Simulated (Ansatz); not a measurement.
# N on Mo(100): change of the work function

How does N on the hollow site change the work function of Mo(100) as the layer fills?

Calculated with Ansatz 0.2.0; plane-wave DFT, PBE, Ansatz PAW.

The raw output is cut from this account; settings, times and results stay.

### Step 1. Starting point

The cell holds 4 atoms: 4 Mo. Its edges and angles: a = 3.150 Å, b = 3.150 Å, c = 22.725 Å, α = 90.0°, β = 90.0°, γ = 90.0°. Vacuum lies along c.

### Step 2. The clean slab

The bare slab comes first, as the zero from which every change is counted. The two lowest layers are held at bulk places and the upper ones relax. The dipole correction removes the false field that a one-sided slab makes across the periodic vacuum, so each face gets a flat vacuum level of its own.

Contents of input.yaml:

```yaml
crystal:
  lattice:
    - [3.15, 0.0, 0.0]
    - [0.0, 3.15, 0.0]
    - [0.0, 0.0, 22.725]
  atoms:
    - { symbol: Mo, position: [0.5, 0.5, 0.396039604] }
    - { symbol: Mo, position: [0.0, 0.0, 0.4653465347] }
    - { symbol: Mo, position: [0.5, 0.5, 0.5346534653] }
    - { symbol: Mo, position: [0.0, 0.0, 0.603960396] }
kpoints:
  mp_grid: { grid: [12, 12, 1] }
hamiltonian:
  xc: pbe
scf:
  occupations: { method: fermi_dirac, width: 0.1 }
  convergence: { dr2_threshold: 1.0e-08 }
efield:
  axis: 3
  dipole_correction: true
  ramp_position: 0.97
  ramp_width: 0.06
relax:
  f_tol: 0.02
  max_steps: 60
  constraints: [{ sites: [0, 1] }]
output:
  write_potential: true
  write_density: true
  volumetric_format: npy
```

Started as:

```console
> ansatz run input.yaml --threads 4 --pin off --max-ram 16384MiB --backend cpu --events-out ev --progress --plain --runs-dir out
```

The job ended after 20 s (4 threads of Arm Neoverse V1, shared host; peak memory 0.62 GiB; 72 s of CPU time).

Step by step:

```tsv
step	energy less that of the first step (eV)	largest force component (eV/Å)
1	0.0000	1.5631
2	-0.0998	1.2124
3	-0.1634	0.0307
4	-0.1635	0.0155
```

The run keeps the 8 symmetry operations that the program found, so distortions that break them were not tested.

The atoms that moved most (Å):

```tsv
atom	dx	dy	dz	length
Mo4	0.000	0.000	-0.126	0.126
Mo3	0.000	0.000	0.067	0.067
```

The relaxed structure:

```xyz
4
Lattice="3.1500 0.0000 0.0000 0.0000 3.1500 0.0000 0.0000 0.0000 22.7250" Properties=species:S:1:pos:R:3
Mo    1.5750    1.5750    9.0000
Mo    0.0000    0.0000   10.5750
Mo    1.5750    1.5750   12.2170
Mo    0.0000    0.0000   13.5988
```

This step gave:

```yaml
energy_at_zero_smearing: -19819.9138 eV
work_function_upper_face: 3.830 eV
work_function_lower_face: 3.861 eV
dipole_along_the_normal: 0.001665 e·Å
step_between_the_vacuum_levels: -0.03036 eV
```

Running mean over 1.575 Å of the planar mean; the ramp of the sawtooth is left out. The electron's electrostatic potential energy less the Fermi level by z:

```tsv
z (Å)	electron's electrostatic potential energy less the Fermi level (eV)
3	3.86
4	3.86
5	3.85
6	3.78
7	3.14
8	-2.54
9	-11.4
10	-12.3
11	-12.1
12	-12.7
13	-14.4
14	-9.24
15	1.07
16	3.54
17	3.80
18	3.83
19	3.83
```

The relaxation took 4 steps and lowered the energy by 0.16 eV; the largest force on the free atoms ends at 0.015 eV/Å.

The work function of the upper face is 3.83 eV.

### Step 3. Adsorbate added, k-mesh 4×4×1, coverage 0.111 ML

System of this step: Mo36N (N/Mo(100)). The cell holds 37 atoms: 36 Mo and 1 N. Cell: a = 9.450 Å, b = 9.450 Å, c = 23.239 Å, α = 90.0°, β = 90.0°, γ = 90.0°. Vacuum lies along c.

The clean slab as it ended is repeated in the plane and the adsorbate is set on one face; the cell's size fixes the coverage, and the k-mesh shrinks with it to keep the sampling density about even. Adsorbate and upper layers relax, since the dipole depends on the height.

Contents of input.yaml:

```yaml
crystal:
  lattice:
    - [9.45, 0.0, 0.0]
    - [0.0, 9.45, 0.0]
    - [0.0, 0.0, 23.2388020955]
  atoms:
    - { symbol: Mo, position: [0.1666666667, 0.1666666667, 0.3872833016] }
    - { symbol: Mo, position: [0.0, 0.0, 0.4550578793] }
    - { symbol: Mo, position: [0.1666666667, 0.1666666667, 0.5257143542] }
    - { symbol: Mo, position: [0.0, 0.0, 0.5851780234] }
    - { symbol: Mo, position: [0.1666666667, 0.5, 0.3872833016] }
    - { symbol: Mo, position: [0.0, 0.3333333333, 0.4550578793] }
    - { symbol: Mo, position: [0.1666666667, 0.5, 0.5257143542] }
    - { symbol: Mo, position: [0.0, 0.3333333333, 0.5851780234] }
[... 24 atom lines left out ...]
    - { symbol: Mo, position: [0.8333333333, 0.8333333333, 0.3872833016] }
    - { symbol: Mo, position: [0.6666666667, 0.6666666667, 0.4550578793] }
    - { symbol: Mo, position: [0.8333333333, 0.8333333333, 0.5257143542] }
    - { symbol: Mo, position: [0.6666666667, 0.6666666667, 0.5851780234] }
    - { symbol: "N", position: [0.1666666667, 0.1666666667, 0.6127166984] }
kpoints:
  mp_grid: { grid: [4, 4, 1] }
hamiltonian:
  xc: pbe
scf:
  occupations: { method: fermi_dirac, width: 0.1 }
  convergence: { dr2_threshold: 1.0e-08 }
efield:
  axis: 3
  dipole_correction: true
  ramp_position: 0.97
  ramp_width: 0.06
relax:
  f_tol: 0.02
  max_steps: 60
  constraints:
    - { sites: [0, 1, 4, 5, 8, 9, 12, 13, 16, 17, 20, 21, 24, 25, 28, 29, 32, 33] }
output:
  write_potential: true
  write_density: true
  volumetric_format: npy
```

The job ended after 22 min (4 threads; peak memory 10 GiB).

This run has no spin polarisation although its electron count is odd.

The steps of the relaxation:

```tsv
step	energy less that of the first step (eV)	largest force component (eV/Å)
1	0.0000	2.6197
2	-0.5688	0.6909
3	-0.7265	0.5929
4	-0.7493	0.9038
5	-0.7746	0.1779
6	-0.7749	0.0818
7	-0.7545	0.2322
8	-0.7781	0.0070
```

Relaxation step 7 was tried and not accepted.

Forces are held to the 8 operations that the program found; a distortion that breaks them can't arise in this run.

The atoms that moved most (Å):

```tsv
atom	dx	dy	dz	length
Mo20	-0.110	-0.110	0.056	0.166
Mo8	0.110	-0.110	0.056	0.166
Mo16	-0.110	0.110	0.056	0.166
Mo4	0.110	0.110	0.056	0.166
Mo3	0.000	0.000	-0.159	0.159
Mo28	0.000	-0.064	0.003	0.065
Mo12	-0.064	0.000	0.003	0.065
Mo32	0.000	0.064	0.003	0.065
```

Final coordinates:

```cif
data_structure
_symmetry_space_group_name_H-M 'P 1'
_symmetry_Int_Tables_number 1
_cell_length_a 9.4500
_cell_length_b 9.4500
_cell_length_c 23.2388
_cell_angle_alpha 90.000
_cell_angle_beta 90.000
_cell_angle_gamma 90.000
_cell_volume 2075.28
loop_
_atom_site_label
_atom_site_type_symbol
_atom_site_fract_x
_atom_site_fract_y
_atom_site_fract_z
_atom_site_occupancy
Mo1 Mo 0.16667 0.16667 0.38728 1
Mo2 Mo 0.00000 0.00000 0.45506 1
Mo3 Mo 0.16667 0.16667 0.51886 1
Mo4 Mo 0.01166 0.01166 0.58761 1
Mo5 Mo 0.16667 0.50000 0.38728 1
Mo6 Mo 0.00000 0.33333 0.45506 1
Mo7 Mo 0.16667 0.50091 0.52622 1
Mo8 Mo 0.01166 0.32168 0.58761 1
Mo9 Mo 0.16667 0.83333 0.38728 1
Mo10 Mo 0.00000 0.66667 0.45506 1
Mo11 Mo 0.16667 0.83242 0.52622 1
Mo12 Mo 0.99318 0.66667 0.58532 1
Mo13 Mo 0.50000 0.16667 0.38728 1
Mo14 Mo 0.33333 0.00000 0.45506 1
Mo15 Mo 0.50091 0.16667 0.52622 1
Mo16 Mo 0.32168 0.01166 0.58761 1
Mo17 Mo 0.50000 0.50000 0.38728 1
Mo18 Mo 0.33333 0.33333 0.45506 1
Mo19 Mo 0.49987 0.49987 0.52564 1
Mo20 Mo 0.32168 0.32168 0.58761 1
Mo21 Mo 0.50000 0.83333 0.38728 1
Mo22 Mo 0.33333 0.66667 0.45506 1
Mo23 Mo 0.49987 0.83347 0.52564 1
Mo24 Mo 0.34015 0.66667 0.58532 1
Mo25 Mo 0.83333 0.16667 0.38728 1
Mo26 Mo 0.66667 0.00000 0.45506 1
Mo27 Mo 0.83242 0.16667 0.52622 1
Mo28 Mo 0.66667 0.99318 0.58532 1
Mo29 Mo 0.83333 0.50000 0.38728 1
Mo30 Mo 0.66667 0.33333 0.45506 1
Mo31 Mo 0.83347 0.49987 0.52564 1
Mo32 Mo 0.66667 0.34015 0.58532 1
Mo33 Mo 0.83333 0.83333 0.38728 1
Mo34 Mo 0.66667 0.66667 0.45506 1
Mo35 Mo 0.83347 0.83347 0.52564 1
Mo36 Mo 0.66667 0.66667 0.58444 1
N37 N 0.16667 0.16667 0.61219 1
```

Numbers from this step:

```
energy at zero smearing        : -178765.7951 eV
work function, upper face      : 3.801 eV
work function, lower face      : 3.873 eV
dipole along the normal        : 0.03564 e·Å
step between the vacuum levels : -0.07221 eV
```

Running mean over 1.575 Å of the planar mean; the ramp of the sawtooth is left out. The electron's electrostatic potential energy less the Fermi level by z:

z (Å), electron's electrostatic potential energy less the Fermi level (eV) and a bar from the least value:
```
      3.0        3.9 ##############################
      3.5        3.9 ##############################
      4.0        3.9 ##############################
      4.5        3.9 ##############################
      5.0        3.9 ##############################
      5.5        3.8 ##############################
      6.0        3.8 ##############################
      6.5        3.6 ##############################
      7.0        3.1 #############################
      7.5        1.6 ##########################
      8.0       -2.5 ###################
      8.5       -8.1 ##########
      9.0      -11.4 #####
      9.5      -12.1 ###
     10.0      -12.3 ###
     10.5      -12.4 ###
     11.0      -12.2 ###
     11.5      -12.2 ###
     12.0      -12.7 ##
     12.5      -13.8 #
     13.0      -14.2 
     13.5      -13.1 ##
     14.0      -10.0 #######
     14.5       -4.4 ################
     15.0        0.7 #########################
     15.5        2.9 ############################
     16.0        3.5 #############################
     16.5        3.7 ##############################
     17.0        3.8 ##############################
     17.5        3.8 ##############################
     18.0        3.8 ##############################
     18.5        3.8 ##############################
     19.0        3.8 ##############################
     19.5        3.8 ##############################
     20.0        3.8 ##############################
```

The relaxation took 8 steps and lowered the energy by 0.78 eV; the largest force on the free atoms ends at 0.0070 eV/Å.

The covered face has 3.80 eV, -0.03 eV against the clean one; the bare back face has moved by +0.01 eV, a measure of how thin the slab is.

### Step 4. The covered slab, k-mesh 6×6×1, coverage 0.25 ML

System of this step: Mo16N (N/Mo(100)). The cell holds 17 atoms: 16 Mo and 1 N. Cell: a = 6.300 Å, b = 6.300 Å, c = 23.239 Å, α = 90.0°, β = 90.0°, γ = 90.0°. Vacuum lies along c.

Another coverage, to see how the dipoles act on each other as their distance changes.

Contents of input.yaml:

```yaml
crystal:
  lattice:
    - [6.3, 0.0, 0.0]
    - [0.0, 6.3, 0.0]
    - [0.0, 0.0, 23.2388020955]
  atoms:
    - { symbol: Mo, position: [0.25, 0.25, 0.3872833016] }
    - { symbol: Mo, position: [0.0, 0.0, 0.4550578793] }
    - { symbol: Mo, position: [0.25, 0.25, 0.5257143542] }
    - { symbol: Mo, position: [0.0, 0.0, 0.5851780234] }
    - { symbol: Mo, position: [0.25, 0.75, 0.3872833016] }
    - { symbol: Mo, position: [0.0, 0.5, 0.4550578793] }
    - { symbol: Mo, position: [0.25, 0.75, 0.5257143542] }
    - { symbol: Mo, position: [0.0, 0.5, 0.5851780234] }
    - { symbol: Mo, position: [0.75, 0.25, 0.3872833016] }
    - { symbol: Mo, position: [0.5, 0.0, 0.4550578793] }
    - { symbol: Mo, position: [0.75, 0.25, 0.5257143542] }
    - { symbol: Mo, position: [0.5, 0.0, 0.5851780234] }
    - { symbol: Mo, position: [0.75, 0.75, 0.3872833016] }
    - { symbol: Mo, position: [0.5, 0.5, 0.4550578793] }
    - { symbol: Mo, position: [0.75, 0.75, 0.5257143542] }
    - { symbol: Mo, position: [0.5, 0.5, 0.5851780234] }
    - { symbol: "N", position: [0.25, 0.25, 0.6127166984] }
kpoints:
  mp_grid: { grid: [6, 6, 1] }
hamiltonian:
  xc: pbe
scf:
  occupations: { method: fermi_dirac, width: 0.1 }
  convergence: { dr2_threshold: 1.0e-08 }
efield:
  axis: 3
  dipole_correction: true
  ramp_position: 0.97
  ramp_width: 0.06
relax:
  f_tol: 0.02
  max_steps: 60
  constraints: [{ sites: [0, 1, 4, 5, 8, 9, 12, 13] }]
output:
  dos: { projected: true, e_range: [-8, 4] }
  write_potential: true
  write_density: true
  volumetric_format: npy
  elf: true
```

It took 5.1 min on 4 threads; peak memory 3.2 GiB; 20 min of CPU time.

Step by step:

```tsv
step	energy less that of the first step (eV)	largest force component (eV/Å)
1	0.0000	2.6990
2	-0.3909	0.6676
3	-0.4987	0.3719
4	-0.5154	0.4295
5	-0.5211	0.1206
6	-0.5213	0.1231
7	-0.5221	0.0075
```

Forces are held to the 8 operations that the program found; a distortion that breaks them can't arise in this run.

The atoms that moved most (Å):

```tsv
atom	dx	dy	dz	length
Mo3	0.000	0.000	-0.156	0.156
Mo8	0.080	-0.080	0.054	0.125
Mo16	-0.080	-0.080	0.054	0.125
Mo4	0.080	0.080	0.054	0.125
Mo12	-0.080	0.080	0.054	0.125
N17	0.000	0.000	-0.043	0.043
Mo15	0.000	0.000	0.013	0.013
Mo11	0.000	0.000	0.013	0.013
```

Final coordinates:

```xyz
17
Lattice="6.3000 0.0000 0.0000 0.0000 6.3000 0.0000 0.0000 0.0000 23.2388" Properties=species:S:1:pos:R:3
Mo    1.5750    1.5750    9.0000
Mo    0.0000    0.0000   10.5750
Mo    1.5750    1.5750   12.0613
Mo    0.0799    0.0799   13.6527
Mo    1.5750    4.7250    9.0000
Mo    0.0000    3.1500   10.5750
Mo    1.5750    4.7250   12.2295
Mo    0.0799    3.0701   13.6527
Mo    4.7250    1.5750    9.0000
Mo    3.1500    0.0000   10.5750
Mo    4.7250    1.5750   12.2295
Mo    3.0701    0.0799   13.6527
Mo    4.7250    4.7250    9.0000
Mo    3.1500    3.1500   10.5750
Mo    4.7250    4.7250   12.2298
Mo    3.0701    3.0701   13.6527
N     1.5750    1.5750   14.1955
```

Read from the output:

```yaml
energy_at_zero_smearing: -79666.0808 eV
work_function_upper_face: 3.854 eV
work_function_lower_face: 3.880 eV
dipole_along_the_normal: 0.005696 e·Å
step_between_the_vacuum_levels: -0.02597 eV
```

The density of states has structure finer than the step of the table below, so its rows give means over 0.25 eV. Peaks (eV: height): -2.950: 43.6, -2.710: 41.4, -2.620: 46.9, -2.530: 47.0, -0.540: 52.4, 1.470: 45.7, 1.590: 46.7.

Table of density of states by energy, zero at the Fermi level; means over each step:

```tsv
energy (eV)	density of states (states/eV a cell)
-6.25	0
-6.00	1.17
-5.75	5.14
-5.50	12.5
-5.25	3.49
-5.00	7.56
-4.75	6.40
-4.50	7.47
-4.25	13.3
-4.00	16.7
-3.75	14.7
-3.50	13.0
-3.25	21.9
-3.00	31.5
-2.75	27.9
-2.50	26.8
-2.25	18.8
-2.00	16.6
-1.75	21.2
-1.50	16.7
-1.25	18.3
-1.00	15.3
-0.75	22.9
-0.50	28.1
-0.25	29.6
0.00	15.8
0.25	11.5
0.50	16.4
0.75	13.5
1.00	20.0
1.25	27.5
```

Projected DOS per atom over height of the atomic layer and energy from the Fermi level. Layers: Mo4 Mo4 Mo4 Mo4 N from below.

Ten even steps from '_' (0.00 states/eV) to '@' (3.76 states/eV), each cell a mean:
```
**====++__
::::::--__
==::..::__
--..__::__
%%::..++__
==....==__
--::::--__
==::--::__
::--::::__
--======..
::++**--..
::--::..__
..----..__
__::--..__
__....__::
________==
____....@@
__________
__________
__________
__________
__________
```
Columns: height of the atomic layer (Å) from 9 to 14.2 (not evenly spaced); rows upwards: energy from the Fermi level (eV) from -7.96 to 1.54.

Electrostatic potential energy in the ca plane at fractional y = 0.250, with atoms of Mo and N within 0.2 Å of it. With pseudopotentials it is smooth inside the atoms' cores, unlike the true potential.

Ten even steps from '0' (-66 eV) to '9' (7 eV), each cell a mean:
```
99999999999999999999999999999999999999999999
99999998667999997668999999999999999999999999
99999984214799974114899999999999999999999999
99999972001699961001699999999999999999999999
99999972001699961001699999999999999999999999
99999985214799974114899999999999999999999999
99999998667999997668999999999999999999999999
99999999999999999999999999999999999999999999
99999999999999999999999999999999999999999999
99999998888999998889999999999999999999999999
99999986446899975357898799999999999999999999
99999973002699851015874259999999999999999999
99999861001599830003761038999999999999999999
99999973002699851015874259999999999999999999
99999986446899975457898899999999999999999999
99999998888999998889999999999999999999999999
99999999999999999999999999999999999999999999
```
Columns run along c (16.0 Å, from fractional 0.25 to 0.94 of the cell; values clipped at the 3rd and 97th percentile), rows up along a (6.3 Å). Atoms in or near the plane, at fractional coordinates: Mo at (0.39, 0.25), Mo at (0.52, 0.25), Mo at (0.39, 0.75), Mo at (0.53, 0.75), N at (0.61, 0.25).

Valence density in the ca plane at fractional y = 0.250, with atoms of Mo and N within 0.2 Å of it. It is the smooth field of the valence electrons, not physical close to the nuclei.

Ten steps, logarithmic in the rise over the least value, from '0' (0.0 e/Å³) to '9' (6.5 e/Å³), each cell a mean:
```
00000112333333333333333211000000000000000000
00000124555433334554433211000000000000000000
00000147887533357887432210000000000000000000
00000258999633368998532110000000000000000000
00000258999633368998532110000000000000000000
00000147887533357887432210000000000000000000
00000124555433334554433211000000000000000000
00000112333333333333333211000000000000000000
00000112333333333333333321000000000000000000
00000123444333334443334332100000000000000000
00000135776433357775445653100000000000000000
00000148998533479997567874200000000000000000
00000258999643479997568875200000000000000000
00000148998533479996567874200000000000000000
00000135776433356775445653100000000000000000
00000123444333334443334332100000000000000000
00000112333333333333333321000000000000000000
```
Columns run along c (16.0 Å, from fractional 0.25 to 0.94 of the cell), rows up along a (6.3 Å). Atoms in or near the plane, at fractional coordinates: Mo at (0.39, 0.25), Mo at (0.52, 0.25), Mo at (0.39, 0.75), Mo at (0.53, 0.75), N at (0.61, 0.25).

ELF in the ca plane at fractional y = 0.250, with atoms of Mo and N within 0.2 Å of it. It is the smooth field of the valence electrons, not physical close to the nuclei.

Ten even steps from '0' (0.00) to '9' (0.81), each cell a mean:
```
00012222223444543224554432100000000000000000
00011123443355433333455432210000000000000000
00000127887335336886335443210000000000000000
00000038768424238668324443210000000000000000
00000038768424238668324443210000000000000000
00000127886345336886345443210000000000000000
00011123433355433333455432210000000000000000
00012222233444553224554332100000000000000000
00112333334544554344433332100000000000000000
00011222223455532223334554210000000000000000
00001125665345335653358997420000000000000000
00000038878434258785388799631000000000000000
00000048658433267485385289731000000000000000
00000038888434258785388799631000000000000000
00001125664345335653358997420000000000000000
00011222223455532223334554210000000000000000
00112333344544554344433332100000000000000000
```
Columns run along c (16.0 Å, from fractional 0.25 to 0.94 of the cell), rows up along a (6.3 Å). Atoms in or near the plane, at fractional coordinates: Mo at (0.39, 0.25), Mo at (0.52, 0.25), Mo at (0.39, 0.75), Mo at (0.53, 0.75), N at (0.61, 0.25).

The relaxation took 7 steps and lowered the energy by 0.52 eV; the largest force on the free atoms ends at 0.0075 eV/Å.

By hand: a sheet of dipoles makes a step −p/(ε₀A) in the electron's potential. With e/ε₀ = 180.95 V·Å, p = 0.005696 e·Å and A = 39.69 Å², that is −180.95 × (0.005696) / 39.69 = -0.026 eV, and the two vacuum levels of the run differ by -0.026 eV.

The covered face has 3.85 eV, +0.02 eV against the clean one; the bare back face has moved by +0.02 eV, a measure of how thin the slab is.

(Part 1 of 2 ends here.)

[Long decimals in the printed logs are rounded to 6 places.]

[Logs are printed without paths, hosts, clocks, repeated set-up lines and the standing remarks that a program may print on its own settings, such as how far it seeks lower states.]

[Hosts, paths, dates, database ids (printed as entryN), source tags and the programs' standing remarks are cut or masked in the printed files.]

[Maps of the electrostatic potential energy from Ansatz leave out the sawtooth potential of an applied field or a dipole correction, so their vacuum need not be flat; planar profiles and work functions include it.]

[The density of states shown here was stored with 400 of the rows of the run's finer table, so its peaks can read low, often by over a quarter, or be missed, and its means over a window can be off by a tenth or more.]
